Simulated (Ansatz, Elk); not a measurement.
# Bonding as seen by X-rays: LaTi2Ni

Structure refinements treat a crystal as free atoms side by side. For a made-up structure of LaTi2Ni (cell and positions from a PBE relaxation) the runs below show what the calculated density changes in F(hkl).

Calculated with Elk 11.2.3 (patched build); DFT, PBE, all-electron APW+lo, Dirac cores, scalar-relativistic bands, static density, no spin.

The structure was built from a prototype and need not be the compound's stable phase.

### 1. The structure

It takes space group Cmmm (No. 65, orthorhombic). The conventional cell has a = 4.388 Å, b = 18.212 Å, c = 4.218 Å, α = 90.00°, β = 90.00°, γ = 90.00°. La has 10 Ti at 3.22 to 3.46 Å and 4 Ni at 3.32 Å nearest. Nearest to Ni lie 5 Ti at 2.40 to 2.56 Å and 1 Ni at 2.62 Å and 4 La at 3.32 Å. Nearest to Ti lie 1 Ni at 2.40 Å and 2 Ti at 2.76 Å and 6 La at 3.22 to 3.46 Å. Nearest to Ti lie 4 Ni at 2.56 Å and 4 Ti at 3.04 Å and 4 La at 3.39 Å. Ti has 4 Ni at 2.48 Å and 4 Ti at 3.04 Å and 4 La at 3.44 Å nearest. Farther neighbours are not listed.

### 2. Ground state and structure factors

An all-electron density is needed, since X-rays see the cores too. Task 0 finds the density and task 195 Fourier-transforms it; tshift is off so that phases refer to the origin typed.

elk.in reads:

```
tasks
  0
  195

xctype
  20

spinpol
  .false.

rgkmax
  7.0

gmaxvr
  14.0

lmaxo
  7

lmaxapw
  8

swidth
  0.002

tshift
  .false.

ramdisk
  .false.

hmaxvr
  5.5

maxscl
  120

epspot
  1e-06

sppath
  './'

avec
  4.14641798290 -17.20770666352 -0.00000000000
  4.14641798290 17.20770666352 -0.00000000000
  0.00000000000 0.00000000000 7.97049750880

atoms
  3
  'La.in'
  2
  0.8546084742 0.1453915258 -0.0000000000   0.000000 0.000000 0.000000
  0.1453915258 0.8546084742 0.0000000000   0.000000 0.000000 0.000000
  'Ni.in'
  2
  0.5719142032 0.4280857968 0.5000000000   0.000000 0.000000 0.000000
  0.4280857968 0.5719142032 0.5000000000   0.000000 0.000000 0.000000
  'Ti.in'
  4
  0.7038165612 0.2961834388 0.5000000000   0.000000 0.000000 0.000000
  0.2961834388 0.7038165612 0.5000000000   0.000000 0.000000 0.000000
  -0.0000000000 0.0000000000 0.5000000000   0.000000 0.000000 0.000000
  0.5000000000 0.5000000000 0.0000000000   0.000000 0.000000 0.000000

ngridk
  5 5 5
```

Command:

```sh
> OMP_NUM_THREADS=4 elk
```

Numbers of over 12 decimals in the logs are rounded to 6 here.

Log:

```text
┌─────────────────────────┐
│ Elk code version 11.2.3 │
└─────────────────────────┘

All units are atomic (Hartree, Bohr, etc.)

┌─────────────────────────────────────────────────┐
│ Ground-state run starting from atomic densities │
└─────────────────────────────────────────────────┘

Lattice vectors :
   4.146417983      -17.20770666      -0.000000000
   4.146417983       17.20770666      -0.000000000
   0.000000000       0.000000000       7.970497509

Reciprocal lattice vectors :
  0.7576642458     -0.1825689335       0.000000000
  0.7576642458      0.1825689335      -0.000000000
   0.000000000       0.000000000      0.7883052846

Unit cell volume      :    1137.395484
Brillouin zone volume :   0.2180861600

Muffin-tin inner radius fraction :   0.1000000000E-01

Nuclei treated as point charges

Species : 1 (La)
 parameters loaded from : La.in
 name : lanthanum
 nuclear charge    :   -57.00000000
 electronic charge :    57.00000000
 atomic mass :    253209.2366
 muffin-tin radius :    2.800000000
 number of radial points in muffin-tin :   1393
 inner part over the whole radius :   0.9924947902E-02
 number on inner part of muffin-tin    :    996
 approximate nuclear radius :   0.9226798129E-04
 number of mesh points to nuclear radius :    505
 atomic positions (lattice), magnetic fields (Cartesian) :
  1 :  -0.14539153  0.14539153  0.00000000    0.00000000  0.00000000  0.00000000
  2 :   0.14539153 -0.14539153  0.00000000    0.00000000  0.00000000  0.00000000

Species : 2 (Ni)
 parameters loaded from : Ni.in
 name : nickel
 nuclear charge    :   -28.00000000
 electronic charge :    28.00000000
 atomic mass :    106991.5231
 muffin-tin radius :    2.244737085
 number of radial points in muffin-tin :    993
 inner part over the whole radius :   0.9983799684E-02
 number on inner part of muffin-tin    :    700
 approximate nuclear radius :   0.7325707712E-04
 number of mesh points to nuclear radius :    336
 atomic positions (lattice), magnetic fields (Cartesian) :
  1 :  -0.42808580  0.42808580  0.50000000    0.00000000  0.00000000  0.00000000
  2 :   0.42808580 -0.42808580  0.50000000    0.00000000  0.00000000  0.00000000

Species : 3 (Ti)
 parameters loaded from : Ti.in
 name : titanium
 nuclear charge    :   -22.00000000
 electronic charge :    22.00000000
 atomic mass :    87256.20317
 muffin-tin radius :    2.244737085
 number of radial points in muffin-tin :    993
 inner part over the whole radius :   0.9872717327E-02
 number on inner part of muffin-tin    :    697
 approximate nuclear radius :   0.6805665174E-04
 number of mesh points to nuclear radius :    326
 atomic positions (lattice), magnetic fields (Cartesian) :
  1 :  -0.29618344  0.29618344  0.50000000    0.00000000  0.00000000  0.00000000
  2 :   0.29618344 -0.29618344  0.50000000    0.00000000  0.00000000  0.00000000
  3 :   0.00000000  0.00000000  0.50000000    0.00000000  0.00000000  0.00000000
  4 :   0.50000000  0.50000000  0.00000000    0.00000000  0.00000000  0.00000000

Total number of atoms per unit cell :    8
Total muffin-tin volume :    468.1780977
 ratio of muffin-tin to unit cell volume :   0.4116229617

Spin treatment :
 spin-unpolarised

Number of Bravais lattice symmetries :    8
Number of crystal symmetries         :    8
Crystal has inversion symmetry
Real symmetric eigensolver will be used

k-point grid :      5     5     5
k-point offset :    0.000000000       0.000000000       0.000000000
k-point set is reduced with full crystal symmetry group
Total number of k-points :       27

Muffin-tin radius times maximum |G+k| :    7.000000000
 using average radius
Maximum |G+k| for APW functions       :    2.936792489
Maximum (1/2)|G+k|²                   :    4.312375062
Maximum |G| for potential and density :    14.00000000
Constant for pseudocharge density :   10
 order of it for each species :   17  17  17
 order of it for pair densities of each species (exact exchange by exxq0 0: 18) :   13   8   8
Radial integration step length :    1

[...]
electron entropic           :    -0.32616566768165E-02
 total energy                :     -23453.548531420

Density of states at Fermi energy :    253.8875189
 (states/Hartree/unit cell)

Estimated indirect band gap :   0.1069161596E-02
 from k-point 23 to k-point 20
Estimated direct band gap   :   0.4187284115E-02
 at k-point 14

Charges :
 core                        :    156.0000000
 valence                     :    102.0000000
 interstitial                :    14.75879757
 muffin-tins (core leakage)
  species : 1 (La)
[...]
species : 2 (Ni)
[...]
species : 3 (Ti)
[...]
total in muffin-tins        :    243.2412024
 total calculated charge     :    257.9985952
 total charge                :    258.0000000
 error                       :   0.1404762607E-02

RMS change in Kohn-Sham potential (target) :   0.3851996604     (  0.1000000000E-05)
Absolute change in total energy (target)   :   0.1663077483E-01 (  0.1000000000E-03)

[... loops 3 to 31 left out ...]

┌──────────────────┐
│ Loop number : 32 │
└──────────────────┘

Energies :
 Fermi                       :     0.286342
 sum of occupied eigenvalues :     -14228.077750152
 electron kinetic            :      24725.484219210
 core electron kinetic       :      24025.599398587
 Coulomb                     :     -47473.531243527
 Coulomb potential           :     -38036.554854380
 nuclear-nuclear             :     -2513.5050225241
 electron-nuclear            :     -51941.852215973
 Hartree                     :      6981.8259949706
 Madelung                    :     -28455.253816337
 xc potential                :     -917.00711498238
 exchange                    :     -691.37556916914
 correlation                 :     -12.763679121173
 electron entropic           :    -0.41160060028898E-02
 total energy                :     -23452.190388613

Density of states at Fermi energy :    324.1260455
 (states/Hartree/unit cell)

Estimated indirect band gap :   0.3702412525E-03
 from k-point 18 to k-point 13
Estimated direct band gap   :   0.2309037987E-02
 at k-point 10

Charges :
 core                        :    156.0000000
 valence                     :    102.0000000
 interstitial                :    14.67958038
 muffin-tins (core leakage)
  species : 1 (La)
[...]
species : 2 (Ni)
[...]
species : 3 (Ti)
[...]
total in muffin-tins        :    243.3204196
 total calculated charge     :    257.9986269
 total charge                :    258.0000000
 error                       :   0.1373064952E-02

RMS change in Kohn-Sham potential (target) :   0.3361671075E-06 (  0.1000000000E-05)
Absolute change in total energy (target)   :   0.3230219590E-05 (  0.1000000000E-03)

Convergence targets achieved

┌──────────────────┐
│ Loop number : 33 │
└──────────────────┘

Energies :
 Fermi                       :     0.286342
 sum of occupied eigenvalues :     -14228.077755661
 electron kinetic            :      24725.484222686
 core electron kinetic       :      24025.599395880
 Coulomb                     :     -47473.531250310
 Coulomb potential           :     -38036.554829930
 nuclear-nuclear             :     -2513.5050225241
 electron-nuclear            :     -51941.852253776
 Hartree                     :      6981.8260259908
 Madelung                    :     -28455.253835345
 xc potential                :     -917.00714841751
 exchange                    :     -691.37556989089
 correlation                 :     -12.763679139774
 electron entropic           :    -0.41160086045989E-02
 total energy                :     -23452.190392663

Density of states at Fermi energy :    324.1262653
 (states/Hartree/unit cell)

Estimated indirect band gap :   0.3702233516E-03
 from k-point 18 to k-point 13
Estimated direct band gap   :   0.2308991181E-02
 at k-point 10

Charges :
 core                        :    156.0000000
 valence                     :    102.0000000
 interstitial                :    14.67958018
 muffin-tins (core leakage)
  species : 1 (La)
[...]
species : 2 (Ni)
[...]
species : 3 (Ti)
[...]
atom 2                    :    20.02536164     ( -0.2137700381E-06)
   atom 3                    :    19.95585627     ( -0.2137939710E-06)
   atom 4                    :    19.99073994     ( -0.2137882831E-06)
 total in muffin-tins        :    243.3204198
 total calculated charge     :    257.9986269
 total charge                :    258.0000000
 error                       :   0.1373064797E-02

┌──────────────────────────────┐
│ Self-consistent loop stopped │
└──────────────────────────────┘

Warning : core states of species 1 leak from the muffin-tin :   0.2184009385E-03

Warning : core states of species 2 leak from the muffin-tin :   0.6283534052E-03

Wrote STATE.OUT
```

Wall time 2.3 min (4 threads of Arm Neoverse V2, shared host); peak memory 0.4 GiB.

SFACRHO.OUT:

```text

h k l indices transformed by vhmat matrix:
   1.000000000       0.000000000       0.000000000    
   0.000000000       1.000000000       0.000000000    
   0.000000000       0.000000000       1.000000000    

      h      k      l  multipl.   |H|            Re(F)            Im(F)           |F|

      0      0      0      1   0.0000000       258.00000      0.78219496E-16   258.00000    
     -1      1      0      2  0.36513787       12.746786      0.26054441E-16   12.746786    
      2     -2      0      2  0.73027573      -48.066375     -0.39467368E-13   48.066375    
     -1      0      0      4  0.77935007       5.6042597     -0.79860504E-14   5.6042597    
      0      0     -1      2  0.78830528       13.020656     -0.57274469E-13   13.020656    
     -1      1      1      4  0.86876400      -25.417132      0.11813080E-13   25.417132    
      1     -2      0      4  0.93489991      -73.742293     -0.29452982E-13   73.742293    
      2     -2     -1      4   1.0745826      -85.876163     -0.46981132E-13   85.876163    
     -3      3      0      2   1.0954136       63.129948     -0.24154198E-13   63.129948    
     -1      0      1      8   1.1085178       75.978297     -0.15778999E-13   75.978297    
      3     -2      0      4   1.1863138      -17.127421      0.83701532E-14   17.127421    
      1     -2      1      8   1.2228913      -133.36461     -0.19545871E-14   133.36461    
      3     -3      1      4   1.3495763       97.160332      0.27501498E-13   97.160332    
      3     -2     -1      8   1.4243475      -40.393412      0.27194089E-14   40.393412    
     -4      4      0      2   1.4605515       17.604991     -0.39438608E-13   17.604991    
      3     -4      0      4   1.4856966       156.45053      0.42991743E-13   156.45053    
      1      1      0      2   1.5153285       189.05501     -0.24256269E-13   189.05501    
     -2      0      0      4   1.5587001       8.8367385      0.27689051E-13   8.8367385
```

Elk indexes on the primitive cell of elk.in and gives |H| = 4π sin θ/λ in inverse bohr. Below, one row stands for each form hkl of the conventional cell (m members, Friedel mates merged), F is for one primitive cell and the density is static (no thermal factor). Free-atom factors are Waasmaier and Kirfel's, and R is Σm||F|−|F'||/Σm|F|.

```tsv
hkl	m	sin θ/λ (Å⁻¹)	abs F, DFT	neutral atoms	diff.
020	2	0.055	12.747	12.676	+0.071
040	2	0.110	48.066	48.042	+0.024
110	4	0.117	5.604	5.972	-0.368
001	2	0.118	13.021	13.617	-0.597
021	4	0.131	25.417	25.205	+0.212
130	4	0.141	73.742	73.449	+0.293
041	4	0.162	85.876	85.953	-0.077
060	2	0.165	63.130	63.649	-0.519
111	8	0.167	75.978	75.550	+0.428
150	4	0.178	17.127	17.517	-0.389
131	8	0.184	133.365	133.882	-0.517
061	4	0.203	97.160	97.271	-0.111
151	8	0.214	40.393	40.515	-0.122
080	2	0.220	17.605	17.263	+0.342
```

### 3. The highest occupied states alone

An energy window below the Fermi level keeps the highest occupied states, to see at which angles they scatter; shallow core shells can lie inside it and anion s states outside. No new self-consistency is needed.

elk.in, as its differences from that of step 2:

```diff
@@ -1,3 +1,2 @@
 tasks
-  0
   195
@@ -40,2 +39,5 @@
 
+wsfac
+  -0.081150 0.586340
+
 sppath
```

Command:

```sh
> OMP_NUM_THREADS=4 elk
```

Log:

```text
┌─────────────────────────────────┐
│ Elk code version 11.2.3 started │
└─────────────────────────────────┘

Info(readinput): the functional depends on the density's gradient
 muffin-tin radial points multiplied by    2.00000
 (not where nrmtscf is given)

┌────────────────────┐
│ Current task : 195 │
└────────────────────┘
Info(checkmt): changed muffin-tin radius of species 2 (Ni) from   2.4000 to   2.2447
Info(checkmt): changed muffin-tin radius of species 3 (Ti) from   2.4000 to   2.2447

Info(sfacrho): density structure factors written to SFACRHO.OUT

 Energy window :  -0.8115000000E-01  0.5863400000

┌──────────────────┐
│ Elk code stopped │
└──────────────────┘
```

Run time: 26 s. Hardware: 4 threads; peak memory 0.25 GiB.

States within 10 eV below the Fermi level hold 42.00 electrons; any levels below the window count with the cores. Their amplitudes can exceed the total, where window and core parts have opposite phase:

```tsv
hkl	sin θ/λ (Å⁻¹)	abs F, window	abs F, all
020	0.055	11.725	12.747
040	0.110	0.835	48.066
110	0.117	14.805	5.604
001	0.118	18.785	13.021
021	0.131	6.814	25.417
130	0.141	1.585	73.742
041	0.162	1.883	85.876
060	0.165	9.418	63.130
111	0.167	10.645	75.978
150	0.178	6.133	17.127
```

### 4. Another functional

The difference from free atoms is small, so it is set against the change that LDA (Perdew-Wang) makes.

elk.in, as its differences from that of step 3:

```diff
@@ -1,2 +1,3 @@
 tasks
+  0
   195
@@ -4,3 +5,3 @@
 xctype
-  20
+  3
 
@@ -39,5 +40,2 @@
 
-wsfac
-  -0.081150 0.586340
-
 sppath
```

Command:

```sh
> OMP_NUM_THREADS=4 elk
```

Log:

```text
┌─────────────────────────┐
│ Elk code version 11.2.3 │
└─────────────────────────┘

All units are atomic (Hartree, Bohr, etc.)

┌─────────────────────────────────────────────────┐
│ Ground-state run starting from atomic densities │
└─────────────────────────────────────────────────┘

Lattice vectors :
   4.146417983      -17.20770666      -0.000000000
   4.146417983       17.20770666      -0.000000000
   0.000000000       0.000000000       7.970497509

Reciprocal lattice vectors :
  0.7576642458     -0.1825689335       0.000000000
[...]
species : 3 (Ti)
[...]
atom 3                    :    19.97242456     ( -0.3473160721E-05)
   atom 4                    :    20.00656563     ( -0.3473154896E-05)
 total in muffin-tins        :    243.4268319
 total calculated charge     :    257.9985755
 total charge                :    258.0000000
 error                       :   0.1424496132E-02

┌──────────────────────────────┐
│ Self-consistent loop stopped │
└──────────────────────────────┘

Warning : core states of species 1 leak from the muffin-tin :   0.2186462967E-03

Warning : core states of species 2 leak from the muffin-tin :   0.6569919647E-03

Wrote STATE.OUT
[key lines of the parts left out:]
total energy                :     -23427.272855511
```

The job ended after 90 s (4 threads; peak memory 0.31 GiB; 4.9 min of CPU time).

Against the first run R = 0.03 %; the largest change is -0.072 at 202.

### 5. Basis size

A smaller basis shows how fast F responds to it; the change is likely larger than the basis error of the first run, but doesn't show convergence.

elk.in, as its differences from that of step 4:

```diff
@@ -5,3 +5,3 @@
 xctype
-  3
+  20
 
@@ -11,3 +11,3 @@
 rgkmax
-  7.0
+  5.5
```

Command:

```sh
> OMP_NUM_THREADS=4 elk
```

Log:

```text
┌─────────────────────────┐
│ Elk code version 11.2.3 │
└─────────────────────────┘

All units are atomic (Hartree, Bohr, etc.)

┌─────────────────────────────────────────────────┐
│ Ground-state run starting from atomic densities │
└─────────────────────────────────────────────────┘

Lattice vectors :
   4.146417983      -17.20770666      -0.000000000
   4.146417983       17.20770666      -0.000000000
   0.000000000       0.000000000       7.970497509

Reciprocal lattice vectors :
  0.7576642458     -0.1825689335       0.000000000
[...]
species : 3 (Ti)
[...]
atom 3                    :    19.87674518     ( -0.2137981880E-06)
   atom 4                    :    19.91686673     ( -0.2137918838E-06)
 total in muffin-tins        :    242.8047757
 total calculated charge     :    257.9981300
 total charge                :    258.0000000
 error                       :   0.1870031257E-02

┌──────────────────────────────┐
│ Self-consistent loop stopped │
└──────────────────────────────┘

Warning : core states of species 1 leak from the muffin-tin :   0.2180621773E-03

Warning : core states of species 2 leak from the muffin-tin :   0.6271664064E-03

Wrote STATE.OUT
[key lines of the parts left out:]
total energy                :     -23451.811755930
```

Elapsed: 1.7 min, on 4 threads; peak memory 0.36 GiB.

Against the first run R = 0.08 %; the largest change is +0.226 at 0 14 0.

### 6. Settings against the effect

```tsv
run	R against the first run (%)	R against neutral atoms, low angle (%)	wall time
PBE, rgkmax 7	0.00	0.60	2.3 min
LDA (Perdew-Wang)	0.03	0.60	90 s
rgkmax 5.5	0.08	0.67	1.7 min
```

### 7. Outcome

| Item | Value |
| --- | --- |
| R against neutral atoms, sin θ/λ < 0.3 Å⁻¹ | 0.60 % |
| R against neutral atoms, 0.3 to 0.53 Å⁻¹ | 0.18 % |

What this shows: Independent neutral atoms miss the calculated amplitudes by R = 0.60 % below 0.3 Å⁻¹ and 0.18 % from there to 0.53 Å⁻¹; by shells, 0.86 % below 0.15 Å⁻¹ (6 forms), 0.58 % 0.15 to 0.3 (29 forms), 0.21 % 0.3 to 0.45 (59 forms), 0.14 % above 0.45 (55 forms). Bonding, aspherical density and the tables' own atoms all enter these figures, and the runs don't part them. The largest change of an amplitude is -0.99 electrons, at 200. The window's part falls from 42.0 electrons at the origin to at most 4.64 between 0.45 and 0.53 Å⁻¹, where compact states inside the window still scatter. Below 0.3 Å⁻¹ the changes that finished (LDA (Perdew-Wang) and rgkmax 5.5) move F by R = 0.09 % at most, against the 0.60 % that separates it from free atoms. The k-mesh has no finished test. These runs have no spin, though d or f shells may be open. Part of the difference isn't bonding: the tables are fits to free atoms and ions calculated by other methods than this functional. Thermal motion, anomalous dispersion and extinction are left out.

[Logs are printed without paths, hosts, clocks, repeated set-up lines and the standing remarks that a program may print on its own settings, such as how far it seeks lower states.]

[Hosts, paths, dates, database ids (printed as entryN), source tags and the programs' standing remarks are cut or masked in the printed files.]
